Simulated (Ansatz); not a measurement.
# How fast states decay through RbH2IO

A new crystal, RbH2IO: structure, gap and complex bands. It is built by putting Rb for Li in the LiH2IO structure of space group Pmma, with the volume rescaled by atomic radii. The parent structure comes from the Materials Project.

Main program and level: Ansatz 0.2.0; r2SCAN DFT, plane waves, PAW files, in the first sound run; inputs show where later runs differ.

Most raw output is cut from this account.

The structure was built from a prototype and need not be the compound's stable phase.

## 1. Starting point

The structure is orthorhombic, space group Pmma (No. 51). Conventional cell: a = 7.481 Å, b = 5.112 Å, c = 6.534 Å, α = 90.00°, β = 90.00°, γ = 90.00°. Nearest to Rb lie 2 O at 2.45 Å and 4 H at 3.10 Å and 4 I at 3.58 Å. Nearest to H lie 1 O at 1.15 Å and 1 H at 1.79 Å and 1 I at 3.06 Å and 2 Rb at 3.10 Å. Nearest to I lie 2 H at 3.06 Å and 4 Rb at 3.58 Å. Nearest to O lie 2 H at 1.15 Å and 2 Rb at 2.45 Å. It derives from LiH2IO. Rb for Li in the LiH2IO structure of space group Pmma. Farther neighbours and most contacts between anions are not listed.

Structure file:

```cif
data_structure
_symmetry_space_group_name_H-M 'P 1'
_symmetry_Int_Tables_number 1
_cell_length_a 7.4807
_cell_length_b 5.1120
_cell_length_c 6.5341
_cell_angle_alpha 90.000
_cell_angle_beta 90.000
_cell_angle_gamma 90.000
_cell_volume 249.87
loop_
_atom_site_label
_atom_site_type_symbol
_atom_site_fract_x
_atom_site_fract_y
_atom_site_fract_z
_atom_site_occupancy
Rb1 Rb 0.50000 0.50000 0.00000 1
Rb2 Rb 0.00000 0.50000 0.00000 1
H3 H 0.75000 0.67550 0.35283 1
H4 H 0.75000 0.32450 0.35283 1
H5 H 0.25000 0.67550 0.64717 1
H6 H 0.25000 0.32450 0.64717 1
I7 I 0.75000 0.00000 0.74545 1
I8 I 0.25000 0.00000 0.25455 1
O9 O 0.75000 0.50000 0.24296 1
O10 O 0.25000 0.50000 0.75704 1
```

## 2. Cell and atoms at rest

The substituted atoms don't fit the parent's cell, so cell and atoms relax together. A small smearing keeps the run stable in case the gap closes on the way.

Input file input.yaml:

```yaml
crystal:
  lattice:
    - [7.4806961504, 0.0, 0.0]
    - [0.0, 5.1120314981, 0.0]
    - [0.0, 0.0, 6.5340592175]
  atoms:
    - { symbol: Rb, position: [0.5, 0.5, 0.0] }
    - { symbol: Rb, position: [0.0, 0.5, 0.0] }
    - { symbol: H, position: [0.75, 0.675496, 0.352828] }
    - { symbol: H, position: [0.75, 0.324504, 0.352828] }
    - { symbol: H, position: [0.25, 0.675496, 0.647172] }
    - { symbol: H, position: [0.25, 0.324504, 0.647172] }
    - { symbol: I, position: [0.75, 0.0, 0.745454] }
    - { symbol: I, position: [0.25, 0.0, 0.254546] }
    - { symbol: O, position: [0.75, 0.5, 0.242964] }
    - { symbol: O, position: [0.25, 0.5, 0.757036] }
kpoints:
  mp_grid: { grid: [4, 4, 4] }
scf:
  occupations: { method: gaussian, width: 0.03 }
hamiltonian:
  xc: r2scan
output:
  forces: true
  stress: true
relax:
  f_tol: 0.02
  max_steps: 60
  cell: {}
```

The run is started by

```sh
$ ansatz run input.yaml --threads 2 --pin off --max-ram 4096MiB --backend cpu --events-out ev --progress --plain --runs-dir out
```

Elapsed: 1.9 min, on 2 threads of Intel Xeon 6975P-C (Granite Rapids), shared host; peak memory 1.3 GiB; 3.7 min of CPU time.

Relaxation path:

| step | energy less that of the first step (eV) | largest force component (eV/Å) | pressure (GPa) | volume (Å³) |
| --- | --- | --- | --- | --- |
| 1 | 0.0000 | 7.4500 | -1.11 | 249.87 |
| 2 | -2.6881 | 3.2668 | -0.91 | 261.06 |
| 3 | -2.9069 | 3.9421 | 2.80 | 266.02 |
| 4 | -3.3793 | 0.4649 | -0.05 | 266.26 |
| 5 | -3.4483 | 0.1932 | -0.09 | 268.91 |
| 6 | -3.5168 | 0.2454 | 0.13 | 268.65 |
| 7 | -3.5270 | 0.1335 | 0.02 | 269.57 |
| 8 | -3.5373 | 0.0325 | -0.03 | 267.99 |
| 9 | -3.5379 | 0.0392 | -0.03 | 267.65 |
| 10 | -3.5382 | 0.0104 | 0.01 | 267.17 |
| 11* | -3.5624 | 0.0086 | 0.10 | 267.17 |
| 12 | -3.5671 | 0.0358 | 0.03 | 269.61 |
| 13 | -3.5679 | 0.0215 | 0.02 | 269.94 |
| 14 | -3.5680 | 0.0124 | 0.00 | 270.00 |
| 15* | -3.5690 | 0.0136 | 0.00 | 270.00 |

Relaxation steps marked * repeat the geometry before them on a plane-wave basis chosen anew for their cell, so energy and pressure can jump there.

The run keeps the 8 symmetry operations that it works with, so distortions that break them were not tested.

| cell as run | before | after | change |
| --- | --- | --- | --- |
| a (Å) | 7.481 | 9.021 | +20.6 % |
| b (Å) | 5.112 | 5.106 | -0.1 % |
| c (Å) | 6.534 | 5.862 | -10.3 % |
| volume (Å³/atom) | 24.99 | 27.00 | +8.1 % |

The atoms that moved most (Å, as changes of fractional coordinates times the final cell):

| atom | dx | dy | dz | length |
| --- | --- | --- | --- | --- |
| O9 | 0.000 | 0.000 | 0.443 | 0.443 |
| O10 | 0.000 | 0.000 | -0.443 | 0.443 |
| H3 | 0.000 | -0.132 | 0.402 | 0.423 |
| H5 | 0.000 | -0.132 | -0.402 | 0.423 |
| H6 | 0.000 | 0.132 | -0.402 | 0.423 |
| H4 | 0.000 | 0.132 | 0.402 | 0.423 |
| I7 | 0.000 | 0.000 | 0.013 | 0.013 |
| I8 | 0.000 | 0.000 | -0.013 | 0.013 |

Numbers from this step:

* free energy: -22820.6429 eV
* Fermi energy: 2.747 eV
* pressure: -0.003945 GPa

The largest force component on a free atom ends at 0.014 eV/Å.

## 3. The bulk crystal and its band edges

The energy window and the wavevectors of the next steps follow from the band edges, so these are searched first, off the mesh as well.

Input file input.yaml:

```yaml
crystal:
  lattice:
    - [9.0205852632, 0.0, 0.0]
    - [0.0, 5.1059966535, 0.0]
    - [0.0, 0.0, 5.8620160299]
  atoms:
    - { symbol: Rb, position: [0.5, 0.5, 0.0] }
    - { symbol: Rb, position: [0.0, 0.5, 0.0] }
    - { symbol: H, position: [0.75, 0.6496468708, 0.4213815931] }
    - { symbol: H, position: [0.75, 0.3503531292, 0.4213815931] }
    - { symbol: H, position: [0.25, 0.6496468708, 0.5786184069] }
    - { symbol: H, position: [0.25, 0.3503531292, 0.5786184069] }
    - { symbol: I, position: [0.75, 0.0, 0.7476959443] }
    - { symbol: I, position: [0.25, 0.0, 0.2523040557] }
    - { symbol: O, position: [0.75, 0.5, 0.3184771012] }
    - { symbol: O, position: [0.25, 0.5, 0.6815228988] }
kpoints:
  mp_grid: { grid: [4, 6, 4] }
  band_path: { path: [VBM, CBM], npoints: 30 }
scf:
  occupations: { method: fixed }
hamiltonian:
  xc: r2scan
output:
  eigenvalues: true
  write_potential: true
  write_density: true
  volumetric_format: npy
```

Elapsed: 32 s, on 2 threads; peak memory 1.2 GiB.

This step gave:

* free energy: -22820.6431 eV
* Fermi energy: 0.5621 eV
* gap on the k-mesh: 4.369 eV
* gap on path: 4.369 eV, by band count; negative where bands overlap
* direct gap on path: 4.369 eV
* edge places on path: 0, 0 1/A along the path

Levels at VBM (eV): -7.56, -7.54, -4.40, -4.16, -2.26, -1.93, -0.63, -0.35, -0.27, -0.14, -0.14, 0.00, 4.37, 5.81, 5.85, 6.78, 7.24, 7.30, 7.60.

The searched edges give 4.37 eV, as on the mesh.

## 4. Decaying states in the gap, plane (001), k-mesh 4×6×4

This step: r2SCAN DFT, plane waves, PAW files; complex bands by layer matching along the plane's normal (Ansatz 0.2.0).

The same crystal is laid in a cell whose first two vectors span the (001) plane (indices of the standard conventional cell, whose axes can be ordered otherwise than in the bulk input). At fixed energy and wavevector in the plane the solver finds all kz, real and complex. A few wavevectors are listed, (0, 0) and (0.5, 0) in units of the plane's reciprocal vectors; the slowest state needn't be among them.

Changes to input.yaml since step 3:

```diff
@@ -2,5 +2,5 @@
   lattice:
-    - [9.0205852632, 0.0, 0.0]
-    - [0.0, 5.1059966535, 0.0]
-    - [0.0, 0.0, 5.8620160299]
+    - [9.020585263, 0.0, 0.0]
+    - [0.0, 5.105996654, 0.0]
+    - [0.0, 0.0, 5.86201603]
   atoms:
@@ -18,3 +18,2 @@
   mp_grid: { grid: [4, 6, 4] }
-  band_path: { path: [VBM, CBM], npoints: 30 }
 scf:
@@ -25,4 +24,6 @@
   eigenvalues: true
-  write_potential: true
-  write_density: true
-  volumetric_format: npy
+  transmission:
+    leads: [[0, 0]]
+    kpoints: [[0.0, 0.0], [0.5, 0.0]]
+    e_range: [-1.0, 5.37]
+    de: 0.11
```

Run time: 2.5 min. Hardware: 2 threads; peak memory 2.5 GiB.

Numbers from this step:

```yaml
level_to_which_the_leads_are_filled: 2.185 eV from the Fermi level
decay_constant_at_the_filling_level_zone_centre: 0.3663 Å⁻¹
decay_constant_at_the_filling_level_slowest_listed_point: 0.3662 Å⁻¹
```

K parallel (0, 0); values up to 1.5 1/Å, a degenerate pair printed once or twice; energies at which all values exceed this have no row. The Im kz of the slowest decaying states by energy, zero at the highest filled level on the SCF mesh:

| energy (eV) | decay 1 (Å⁻¹) | decay 2 (Å⁻¹) | decay 3 (Å⁻¹) | decay 4 (Å⁻¹) |
| --- | --- | --- | --- | --- |
| -1.000 | 0.295 | 0.380 | 0.472 | 0.639 |
| -0.450 | 0.353 | 0.660 | 0.740 | 0.889 |
| -0.010 | 0.164 | 0.307 | 0.487 | 0.830 |
| 0.540 | 0.311 | 0.411 | 0.562 | 0.686 |
| 0.980 | 0.352 | 0.446 | 0.737 | 0.742 |
| 1.530 | 0.372 | 0.464 | 0.776 | 0.789 |
| 1.970 | 0.371 | 0.467 | 0.759 | 0.789 |
| 2.520 | 0.354 | 0.458 | 0.719 | 0.794 |
| 2.960 | 0.327 | 0.444 | 0.682 | 0.792 |
| 3.510 | 0.272 | 0.418 | 0.630 | 0.765 |
| 3.950 | 0.199 | 0.389 | 0.582 | 0.716 |
| 4.500 | 0.342 | 0.509 | 0.650 | 0.720 |
| 5.050 | 0.277 | 0.406 | 0.577 | 0.647 |

K parallel (0.5, 0); values up to 1.5 1/Å, a degenerate pair printed once or twice; energies at which all values exceed this have no row. Table of Im kz of the slowest decaying states by energy, zero at the highest filled level on the SCF mesh:

| energy (eV) | decay 1 (Å⁻¹) | decay 2 (Å⁻¹) | decay 3 (Å⁻¹) | decay 4 (Å⁻¹) |
| --- | --- | --- | --- | --- |
| -1.00 | 0.275 | 0.750 | 0.858 | 1.05 |
| -0.67 | 0.641 | 0.814 | 0.931 | 1.23 |
| -0.34 | 0.0695 | 0.387 | 0.519 | 0.979 |
| -0.01 | 0.308 | 0.482 | 0.493 | 0.989 |
| 0.21 | 0.349 | 0.601 | 0.603 | 0.990 |
| 0.54 | 0.392 | 0.680 | 0.680 | 0.988 |
| 0.87 | 0.418 | 0.719 | 0.724 | 0.982 |
| 1.20 | 0.433 | 0.740 | 0.751 | 0.973 |
| 1.53 | 0.441 | 0.750 | 0.769 | 0.961 |
| 1.86 | 0.443 | 0.752 | 0.779 | 0.948 |
| 2.08 | 0.442 | 0.751 | 0.783 | 0.937 |
| 2.41 | 0.436 | 0.744 | 0.786 | 0.918 |
| 2.74 | 0.426 | 0.733 | 0.785 | 0.895 |
| 3.07 | 0.411 | 0.717 | 0.781 | 0.867 |
| 3.40 | 0.392 | 0.698 | 0.774 | 0.835 |
| 3.73 | 0.368 | 0.674 | 0.763 | 0.765 |
| 4.06 | 0.337 | 0.647 | 0.708 | 0.754 |
| 4.28 | 0.312 | 0.626 | 0.672 | 0.745 |
| 4.61 | 0.264 | 0.590 | 0.618 | 0.729 |
| 4.94 | 0.191 | 0.547 | 0.561 | 0.711 |
| 5.27 | 0.494 | 0.498 | 0.690 | 0.695 |

At the listed wavevectors the last open channel is at -0.01 eV and the next at +4.39 eV on the grid. At +2.19 eV, the grid energy nearest the filling level (the middle of the gap on the SCF mesh), the slowest state at the listed wavevectors decays with κ = 0.366 Å⁻¹, its amplitude falling by e over 2.7 Å. Through 1 nm of this crystal that state's transmission falls by exp(−2 × 0.366 Å⁻¹ × 10 Å) = 6.6e-4.

## 5. Complex bands, plane (100), k-mesh 6×4×4

The same for the (100) plane, at (0, 0) and (0.5, 0), to see how the decay depends on direction.

Input file input.yaml:

```yaml
crystal:
  lattice:
    - [5.105996654, 0.0, 0.0]
    - [0.0, 5.86201603, 0.0]
    - [0.0, 0.0, 9.020585263]
  atoms:
    - { symbol: Rb, position: [0.5, 0.0, 0.5] }
    - { symbol: Rb, position: [0.5, 0.0, 0.0] }
    - { symbol: H, position: [0.6496468708, 0.4213815931, 0.75] }
    - { symbol: H, position: [0.3503531292, 0.4213815931, 0.75] }
    - { symbol: H, position: [0.6496468708, 0.5786184069, 0.25] }
    - { symbol: H, position: [0.3503531292, 0.5786184069, 0.25] }
    - { symbol: I, position: [0.0, 0.7476959443, 0.75] }
    - { symbol: I, position: [0.0, 0.2523040557, 0.25] }
    - { symbol: O, position: [0.5, 0.3184771012, 0.75] }
    - { symbol: O, position: [0.5, 0.6815228988, 0.25] }
kpoints:
  mp_grid: { grid: [6, 4, 4] }
scf:
  occupations: { method: fixed }
hamiltonian:
  xc: r2scan
output:
  eigenvalues: true
  transmission:
    leads: [[0, 0]]
    kpoints: [[0.0, 0.0], [0.5, 0.0]]
    e_range: [-1.0, 5.37]
    de: 0.16
```

Elapsed: 53 s, on 2 threads; peak memory 2 GiB; 1.7 min of CPU time.

Numbers from this step:

- decay constant at the filling level, zone centre: 0.3733 Å⁻¹
- decay constant at the filling level, slowest listed point: 0.3733 Å⁻¹

K parallel (0, 0); values up to 1.5 1/Å, a degenerate pair printed once or twice; energies at which all values exceed this have no row. Table of Im kz of the slowest decaying states by energy, zero at the highest filled level on the SCF mesh:

| energy (eV) | decay 1 (Å⁻¹) | decay 2 (Å⁻¹) | decay 3 (Å⁻¹) | decay 4 (Å⁻¹) |
| --- | --- | --- | --- | --- |
| -1.00 | 0.364 | 0.547 | 0.724 | 0.726 |
| -0.68 | 0.135 | 0.471 | 0.604 | 0.716 |
| -0.36 | 0.0748 | 0.340 | 0.741 | 0.956 |
| -0.04 | 0.274 | 0.358 | 0.764 | 0.941 |
| 0.28 | 0.234 | 0.475 | 0.598 | 0.778 |
| 0.60 | 0.308 | 0.559 | 0.705 | 0.783 |
| 0.92 | 0.347 | 0.606 | 0.773 | 0.779 |
| 1.24 | 0.368 | 0.634 | 0.768 | 0.822 |
| 1.56 | 0.378 | 0.651 | 0.751 | 0.859 |
| 1.88 | 0.379 | 0.660 | 0.731 | 0.887 |
| 2.20 | 0.373 | 0.663 | 0.708 | 0.905 |
| 2.36 | 0.368 | 0.663 | 0.696 | 0.903 |
| 2.68 | 0.353 | 0.659 | 0.669 | 0.896 |
| 3.00 | 0.330 | 0.640 | 0.652 | 0.861 |
| 3.32 | 0.300 | 0.608 | 0.641 | 0.812 |
| 3.64 | 0.259 | 0.573 | 0.627 | 0.764 |
| 3.96 | 0.201 | 0.534 | 0.610 | 0.715 |
| 4.28 | 0.0972 | 0.490 | 0.590 | 0.663 |
| 4.60 | 0.441 | 0.569 | 0.605 | 0.818 |
| 4.92 | 0.382 | 0.543 | 0.798 | 0.872 |
| 5.24 | 0.310 | 0.492 | 0.775 | 0.839 |

K parallel (0.5, 0); values up to 1.5 1/Å, a degenerate pair printed once or twice; energies at which all values exceed this have no row. Table of Im kz of the slowest decaying states by energy, zero at the highest filled level on the SCF mesh:

| energy (eV) | decay 1 (Å⁻¹) | decay 2 (Å⁻¹) | decay 3 (Å⁻¹) | decay 4 (Å⁻¹) |
| --- | --- | --- | --- | --- |
| -1.00 | 0.159 | 0.659 | 0.696 | 1.04 |
| -0.68 | 0.540 | 0.626 | 0.694 | 1.02 |
| -0.36 | 0.273 | 0.503 | 0.721 | 0.868 |
| -0.04 | 0.276 | 0.420 | 0.741 | 0.756 |
| 0.28 | 0.451 | 0.501 | 0.756 | 0.845 |
| 0.60 | 0.519 | 0.553 | 0.765 | 0.884 |
| 0.92 | 0.554 | 0.589 | 0.771 | 0.904 |
| 1.24 | 0.574 | 0.614 | 0.773 | 0.914 |
| 1.56 | 0.583 | 0.631 | 0.772 | 0.918 |
| 1.88 | 0.585 | 0.640 | 0.767 | 0.918 |
| 2.20 | 0.582 | 0.644 | 0.760 | 0.915 |
| 2.36 | 0.579 | 0.643 | 0.755 | 0.913 |
| 2.68 | 0.569 | 0.640 | 0.743 | 0.907 |
| 3.00 | 0.555 | 0.631 | 0.727 | 0.883 |
| 3.32 | 0.537 | 0.618 | 0.709 | 0.831 |
| 3.64 | 0.516 | 0.602 | 0.686 | 0.781 |
| 3.96 | 0.490 | 0.580 | 0.661 | 0.730 |
| 4.28 | 0.461 | 0.554 | 0.631 | 0.678 |
| 4.60 | 0.426 | 0.522 | 0.597 | 0.623 |
| 4.92 | 0.385 | 0.483 | 0.557 | 0.564 |
| 5.24 | 0.336 | 0.434 | 0.499 | 0.511 |

At the listed wavevectors the last open channel is at -0.04 eV and the next at +4.44 eV on the grid. At +2.20 eV, the grid energy nearest the filling level (the middle of the gap on the SCF mesh), the slowest state at the listed wavevectors decays with κ = 0.373 Å⁻¹, its amplitude falling by e over 2.7 Å; the first such run, plane (001), gave 0.366 Å⁻¹.

## 6. Band edges at another level, cutoff 420 eV

This step: PBE DFT, plane waves, PAW files (Ansatz 0.2.0).

The edges again with PBE, at the same atoms. Against that run the cutoff is 420 eV against 500.

Input file input.yaml:

```yaml
crystal:
  lattice:
    - [9.0205852632, 0.0, 0.0]
    - [0.0, 5.1059966535, 0.0]
    - [0.0, 0.0, 5.8620160299]
  atoms:
    - { symbol: Rb, position: [0.5, 0.5, 0.0] }
    - { symbol: Rb, position: [0.0, 0.5, 0.0] }
    - { symbol: H, position: [0.75, 0.6496468708, 0.4213815931] }
    - { symbol: H, position: [0.75, 0.3503531292, 0.4213815931] }
    - { symbol: H, position: [0.25, 0.6496468708, 0.5786184069] }
    - { symbol: H, position: [0.25, 0.3503531292, 0.5786184069] }
    - { symbol: I, position: [0.75, 0.0, 0.7476959443] }
    - { symbol: I, position: [0.25, 0.0, 0.2523040557] }
    - { symbol: O, position: [0.75, 0.5, 0.3184771012] }
    - { symbol: O, position: [0.25, 0.5, 0.6815228988] }
kpoints:
  mp_grid: { grid: [4, 6, 4] }
  band_path: { path: [VBM, CBM], npoints: 30 }
scf:
  occupations: { method: fixed }
hamiltonian:
  xc: pbe
output:
  eigenvalues: true
```

The job ended after 17 s (2 threads; peak memory 0.73 GiB; 34 s of CPU time).

Numbers from this step:

```yaml
free_energy: -22765.9501 eV
fermi_energy: 0.9143 eV
gap_on_the_k_mesh: 3.830 eV
gap_on_path: 3.830 eV, by band count; negative where bands overlap
direct_gap_on_path: 3.830 eV
```

Levels at VBM (eV): -7.38, -7.37, -4.24, -3.99, -2.14, -1.79, -0.63, -0.36, -0.28, -0.15, -0.15, 0.00, 3.83, 5.35, 5.36, 6.33, 6.74, 6.78, 7.00, 7.34, 7.86.

The searched edges give 3.83 eV, as on the mesh.

For the gap on path, step 3 gave 4.37 eV; this run, with PBE and cutoff 420 eV, gives 3.83 eV.

## 7. Complex bands at another level, cutoff 420 eV

This step: PBE DFT, plane waves, PAW files; complex bands by layer matching along the plane's normal (Ansatz 0.2.0).

The complex bands at that level, over its own gap, at (0, 0) and (0.5, 0).

Changes to input.yaml since step 6:

```diff
@@ -2,5 +2,5 @@
   lattice:
-    - [9.0205852632, 0.0, 0.0]
-    - [0.0, 5.1059966535, 0.0]
-    - [0.0, 0.0, 5.8620160299]
+    - [9.020585263, 0.0, 0.0]
+    - [0.0, 5.105996654, 0.0]
+    - [0.0, 0.0, 5.86201603]
   atoms:
@@ -18,3 +18,2 @@
   mp_grid: { grid: [4, 6, 4] }
-  band_path: { path: [VBM, CBM], npoints: 30 }
 scf:
@@ -25 +24,6 @@
   eigenvalues: true
+  transmission:
+    leads: [[0, 0]]
+    kpoints: [[0.0, 0.0], [0.5, 0.0]]
+    e_range: [-1.0, 4.83]
+    de: 0.1
```

Wall time 1.7 min (2 threads); peak memory 1.7 GiB; 2.7 min of CPU time.

This step gave:

* level to which the leads are filled: 1.915 eV from the Fermi level
* decay constant at the filling level, zone centre: 0.3461 Å⁻¹
* decay constant at the filling level, slowest listed point: 0.3461 Å⁻¹

(Part 1 of 2 ends here.)

[Logs are printed without paths, hosts, clocks, repeated set-up lines and the standing remarks that a program may print on its own settings, such as how far it seeks lower states.]

[Hosts, paths, dates, database ids (printed as entryN), source tags and the programs' standing remarks are cut or masked in the printed files.]
